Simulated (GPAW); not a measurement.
## SnO (Romarchite): the gap under biaxial strain

Does LDA give the same change of gap under biaxial strain as G0W0? The case is SnO (Romarchite).

Calculated with GPAW 26.7.0; LDA and many-body steps on it, plane waves.

Most raw output is cut from this account.

### Step 1. Starting point

It takes space group P4/nmm (No. 129, tetragonal). The conventional cell has a = 3.799 Å, b = 3.799 Å, c = 4.841 Å, α = 90.00°, β = 90.00°, γ = 90.00°. Nearest to Sn lie 4 O at 2.22 Å. Nearest to O lie 4 Sn at 2.22 Å. Farther neighbours and most contacts between anions are not listed.

The cell is from the Crystallography Open Database; fractional positions held.

### Step 2. Ground state

This step: GPAW 26.7.0; DFT, LDA, plane waves, PAW.

The ground-state density comes first.

File run.py:

```python
import json
import numpy as np
from gpaw.mpi import world
from ase import Atoms
from gpaw import GPAW, PW, FermiDirac

atoms = Atoms(['Sn', 'Sn', 'O', 'O'],
    cell=[[3.7986000000, 0.0000000000, 0.0000000000],
      [0.0000000000, 3.7986000000, 0.0000000000],
      [0.0000000000, 0.0000000000, 4.8408000000]],
    scaled_positions=[[0.5000000000, 0.0000000000, 0.2369000000],
      [0.0000000000, 0.5000000000, 0.7631000000],
      [0.0000000000, 0.0000000000, 0.0000000000],
      [0.5000000000, 0.5000000000, 0.0000000000]],
    pbc=(True, True, True))
calc = GPAW(mode=PW(600),
    xc='LDA',
    kpts={'size': (6, 6, 6), 'gamma': True},
    occupations=FermiDirac(0.001),
    nbands=-8,
    convergence={'density': 1e-6, 'bands': -3},
    maxiter=100,
    txt='gs.txt')
atoms.calc = calc
res = {'energy': atoms.get_potential_energy()}
kpts = calc.get_ibz_k_points()
res['kpts'] = kpts
res['eigenvalues'] = [calc.get_eigenvalues(kpt=k) for k in range(len(kpts))]
res['n_electrons'] = calc.get_number_of_electrons()
calc.write('gs.gpw')

if world.rank == 0:
    with open('result.json', 'w') as f:
        json.dump(res, f, default=lambda x: x.tolist())
```

Launch:

```bash
mpirun -n 8 gpaw python run.py
```

The job ended after 8.2 s (8 MPI ranks of INTEL XEON PLATINUM 8581C at 2.10GHz (Emerald Rapids), shared host; peak memory 1.5 GiB; 64 s of CPU time).

This step gave:

```yaml
total_energy: -26.54 eV
gap: 0.1472 eV
k_of_the_valence_top: 0, 0, 0
k_of_the_conduction_bottom: 0.5, 0.5, 0
least_direct_gap: 1.965 eV
```

The gap is indirect, with the least direct gap 1.82 eV higher.

### Step 3. Empty states on the mesh, 4×4×4 mesh, 331 bands

The sums over transitions need many empty states on a uniform mesh; this step solves for them.

File run.py:

```python
import json
import numpy as np
from gpaw.mpi import world
from gpaw import GPAW

calc = GPAW('gs.gpw').fixed_density(kpts={'size': (4, 4, 4), 'gamma': True},
    parallel={'domain': 1, 'band': 1},
    txt='nscf.txt')
calc.diagonalize_full_hamiltonian(nbands=331)
calc.write('full.gpw', mode='all')
res = {}
kpts = calc.get_ibz_k_points()
res['kpts'] = kpts
res['eigenvalues'] = [calc.get_eigenvalues(kpt=k) for k in range(len(kpts))]
res['n_electrons'] = calc.get_number_of_electrons()

if world.rank == 0:
    with open('result.json', 'w') as f:
        json.dump(res, f, default=lambda x: x.tolist())
```

Launch:

```bash
mpirun -n 8 gpaw python run.py
```

It took 25 s on 8 MPI ranks; peak memory 4.9 GiB; 3.3 min of CPU time.

This step gave:

- gap: 0.1472 eV
- k of the valence top: 0, 0, 0
- k of the conduction bottom: 0.5, 0.5, 0
- least direct gap: 1.990 eV
- k points computed: 18
- lowest point of the top converged band, above the valence top: 142.2411 eV

On this mesh the gap is 0.147 eV.

### Step 4. G0W0, strain +0 %

Now the one-shot GW correction: screening in the RPA, then the self-energy of the levels asked for.

This step: G0W0 on LDA, plane waves, PAW.

File run.py:

```python
import json
import numpy as np
from gpaw.mpi import world
from gpaw.response.g0w0 import G0W0

gw = G0W0('full.gpw',
    filename='gw',
    kpts=[0, 15],
    bands=(18, 22),
    ecut=np.float64(160.0),
    integrate_gamma='WS',
    ppa=True,
    ecut_extrapolation=True)
gw.calculate()
res = {mode: {k: v for k, v in r.items() if k != 'sigma_eskwn'}
       for mode, r in gw.all_results.items()}

if world.rank == 0:
    with open('result.json', 'w') as f:
        json.dump(res, f, default=lambda x: x.tolist())
```

Launch:

```bash
mpirun -n 8 gpaw python run.py
```

The job ended after 5 min (8 MPI ranks; peak memory 3.3 GiB; 40 min of CPU time).

This step gave:

| Item | Value |
| --- | --- |
| quasiparticle gap on the points computed | 0.4584 eV |
| least direct quasiparticle gap on the computed points | 2.764 eV |
| Z at the valence top | 0.7828 |
| Z at the conduction bottom | 0.8144 |
| starting gap on the mesh | 0.1472 eV |
| k of the valence top | 0, 0, 0 |
| k of the conduction bottom | 0.5, 0.5, 0 |
| gaps at the cutoffs of the extrapolation | 0.2567, 0.2761, 0.2973 eV |

The gap on the mesh goes from 0.15 eV to 0.46 eV, a correction of +0.31 eV.

### Step 5. One-shot HSE06, strain +0 %

This step: one-shot HSE06 levels on LDA orbitals, plane waves, PAW.

File run.py:

```python
import json
import numpy as np
from gpaw.mpi import world
from gpaw.hybrids.eigenvalues import non_self_consistent_eigenvalues

dft, vxc, vxc_hyb = non_self_consistent_eigenvalues('full.gpw', 'HSE06', 18, 22, kpt_indices=[0, 15])
res = {'dft': dft[0], 'hybrid': (dft - vxc + vxc_hyb)[0]}
if world.rank == 0:
    with open('hybrid.txt', 'w') as f:
        for k, e0, e1 in zip([0, 15], res['dft'], res['hybrid']):
            print(k, ' '.join(f'{x:9.4f}' for x in e0), '|', ' '.join(f'{x:9.4f}' for x in e1), file=f)

if world.rank == 0:
    with open('result.json', 'w') as f:
        json.dump(res, f, default=lambda x: x.tolist())
```

Launch:

```bash
mpirun -n 8 gpaw python run.py
```

Wall time 4.1 s (8 MPI ranks); peak memory 1.6 GiB; 31 s of CPU time.

Numbers from this step:

```
starting gap on the mesh                       : 0.1472 eV
hybrid gap on the mesh                         : 0.5654 eV
least direct hybrid gap on the computed points : 2.714 eV
```

### Step 6. G0W0, strain +1 %

This step: G0W0 on LDA, plane waves, PAW.

The cell differs from the one that the last finished run ended in (a 3.799 → 3.837 Å, b 3.799 → 3.837 Å).

File run.py:

```python
import json
import numpy as np
from gpaw.mpi import world
from gpaw.response.g0w0 import G0W0

gw = G0W0('full.gpw',
    filename='gw',
    kpts=[0, 15],
    bands=(18, 22),
    ecut=np.float64(157.891),
    integrate_gamma='WS',
    ppa=True,
    ecut_extrapolation=True)
gw.calculate()
res = {mode: {k: v for k, v in r.items() if k != 'sigma_eskwn'}
       for mode, r in gw.all_results.items()}

if world.rank == 0:
    with open('result.json', 'w') as f:
        json.dump(res, f, default=lambda x: x.tolist())
```

Launch:

```bash
mpirun -n 8 gpaw python run.py
```

It took 5.3 min on 8 MPI ranks; peak memory 3.4 GiB; 42 min of CPU time.

This step gave:

```yaml
quasiparticle_gap_on_the_points_computed: 0.6000 eV
least_direct_quasiparticle_gap_on_the_computed_points: 2.755 eV
starting_gap_on_the_mesh: 0.2609 eV
k_of_the_valence_top: 0, 0, 0
k_of_the_conduction_bottom: 0.5, 0.5, 0
gaps_at_the_cutoffs_of_the_extrapolation: 0.3973, 0.4171, 0.4381 eV
```

The gap on the mesh goes from 0.26 eV to 0.60 eV, a correction of +0.34 eV.

Ground state, empty states and screening of this cell were made anew, as for the first cell; those steps are not shown. Ions: fractional positions held.

### Step 7. One-shot HSE06, strain +1 %

This step: one-shot HSE06 levels on LDA orbitals, plane waves, PAW.

File run.py:

```python
import json
import numpy as np
from gpaw.mpi import world
from gpaw.hybrids.eigenvalues import non_self_consistent_eigenvalues

dft, vxc, vxc_hyb = non_self_consistent_eigenvalues('full.gpw', 'HSE06', 18, 22, kpt_indices=[0, 15])
res = {'dft': dft[0], 'hybrid': (dft - vxc + vxc_hyb)[0]}
if world.rank == 0:
    with open('hybrid.txt', 'w') as f:
        for k, e0, e1 in zip([0, 15], res['dft'], res['hybrid']):
            print(k, ' '.join(f'{x:9.4f}' for x in e0), '|', ' '.join(f'{x:9.4f}' for x in e1), file=f)

if world.rank == 0:
    with open('result.json', 'w') as f:
        json.dump(res, f, default=lambda x: x.tolist())
```

Launch:

```bash
mpirun -n 8 gpaw python run.py
```

Wall time 4.2 s (8 MPI ranks); peak memory 1.8 GiB.

This step gave:

| Item | Value |
| --- | --- |
| starting gap on the mesh | 0.2609 eV |
| hybrid gap on the mesh | 0.7124 eV |
| least direct hybrid gap on the computed points | 2.737 eV |

### Step 8. G0W0, strain +2 %

This step: G0W0 on LDA, plane waves, PAW.

The cell differs from the one that the last finished run ended in (a 3.837 → 3.875 Å, b 3.837 → 3.875 Å).

File run.py:

```python
import json
import numpy as np
from gpaw.mpi import world
from gpaw.response.g0w0 import G0W0

gw = G0W0('full.gpw',
    filename='gw',
    kpts=[0, 15],
    bands=(18, 22),
    ecut=np.float64(155.831),
    integrate_gamma='WS',
    ppa=True,
    ecut_extrapolation=True)
gw.calculate()
res = {mode: {k: v for k, v in r.items() if k != 'sigma_eskwn'}
       for mode, r in gw.all_results.items()}

if world.rank == 0:
    with open('result.json', 'w') as f:
        json.dump(res, f, default=lambda x: x.tolist())
```

Launch:

```bash
mpirun -n 8 gpaw python run.py
```

Run time: 5 min. Hardware: 8 MPI ranks; peak memory 3.3 GiB; 40 min of CPU time.

Numbers from this step:

| Quantity | Value |
| --- | --- |
| quasiparticle gap on the points computed | 0.7354 eV |
| least direct quasiparticle gap on the computed points | 2.753 eV |
| starting gap on the mesh | 0.3693 eV |
| k of the valence top | 0, 0, 0 |
| k of the conduction bottom | 0.5, 0.5, 0 |
| gaps at the cutoffs of the extrapolation | 0.5316, 0.5518, 0.5726 eV |

The gap on the mesh goes from 0.37 eV to 0.74 eV, a correction of +0.37 eV.

Again on this cell's own states.

### Step 9. One-shot HSE06, strain +2 %

This step: one-shot HSE06 levels on LDA orbitals, plane waves, PAW.

File run.py:

```python
import json
import numpy as np
from gpaw.mpi import world
from gpaw.hybrids.eigenvalues import non_self_consistent_eigenvalues

dft, vxc, vxc_hyb = non_self_consistent_eigenvalues('full.gpw', 'HSE06', 18, 22, kpt_indices=[0, 15])
res = {'dft': dft[0], 'hybrid': (dft - vxc + vxc_hyb)[0]}
if world.rank == 0:
    with open('hybrid.txt', 'w') as f:
        for k, e0, e1 in zip([0, 15], res['dft'], res['hybrid']):
            print(k, ' '.join(f'{x:9.4f}' for x in e0), '|', ' '.join(f'{x:9.4f}' for x in e1), file=f)

if world.rank == 0:
    with open('result.json', 'w') as f:
        json.dump(res, f, default=lambda x: x.tolist())
```

Launch:

```bash
mpirun -n 8 gpaw python run.py
```

Elapsed: 4.4 s, on 8 MPI ranks; peak memory 1.8 GiB; 34 s of CPU time.

Numbers from this step:

* starting gap on the mesh: 0.3693 eV
* hybrid gap on the mesh: 0.8550 eV
* least direct hybrid gap on the computed points: 2.757 eV

### Step 10. The series

One mesh (4×4×4), Godby-Needs plasmon pole, bands tied to the cutoff, extrapolated in the cutoff; biaxial strain per length. Ions: fractional positions held. Fractional positions are the same in all cells, though this structure has free coordinates, so these are clamped-ion slopes. The third axis is held.

```
strain (%)  LDA gap (eV)  HSE06 gap (eV)  G0W0 gap (eV)  least direct G0W0 gap (eV)                  G0W0 edges
        +0         0.147           0.565          0.458                       2.764  Γ to (0.500, 0.500, 0.000)
        +1         0.261           0.712          0.600                       2.755  Γ to (0.500, 0.500, 0.000)
        +2         0.369           0.855          0.735                       2.753  Γ to (0.500, 0.500, 0.000)
```

### Step 11. Outcome

- slope under tension: +111 (LDA), +145 (HSE06) and +139 (G0W0) meV per %
- ions: clamped: fractional positions held
- GW settings, unstrained cell: 4×4×4 mesh, screening to 160 eV
- known limits: extrapolated from modest cutoffs; no spin-orbit coupling; coarse k mesh

**Reading.** On the side of tension the slopes of gap against strain are +111 (LDA), +145 (HSE06) and +139 (G0W0) meV per %. Gaps are read on the mesh, so a valley between its points is missed. These stock PAW sets were not made for GW. In the G0W0, extrapolated in the cutoff run levels were corrected at 2 k points alone, so a gap called «on the mesh» is the least over those, and an edge elsewhere would be missed. The program warns of a poor linear fit in the extrapolation of some level, so the extrapolated values are rough. The 4×4×4 mesh is coarse for this cell, which bears on the long-range parts of exchange and screening. The many-body steps are scalar-relativistic: spin-orbit coupling is not in them.

[Paths, hosts, dates, memory and timing lines, banners, echoed tables and standing remarks are left out of the program output.]

[Logs are printed without paths, hosts, clocks, repeated set-up lines and the standing remarks that a program may print on its own settings, such as how far it seeks lower states.]

[Runs of the session that timed out or met a known fault of the program may be left out.]

[Hosts, paths, dates, database ids (printed as entryN), source tags and the programs' standing remarks are cut or masked in the printed files.]
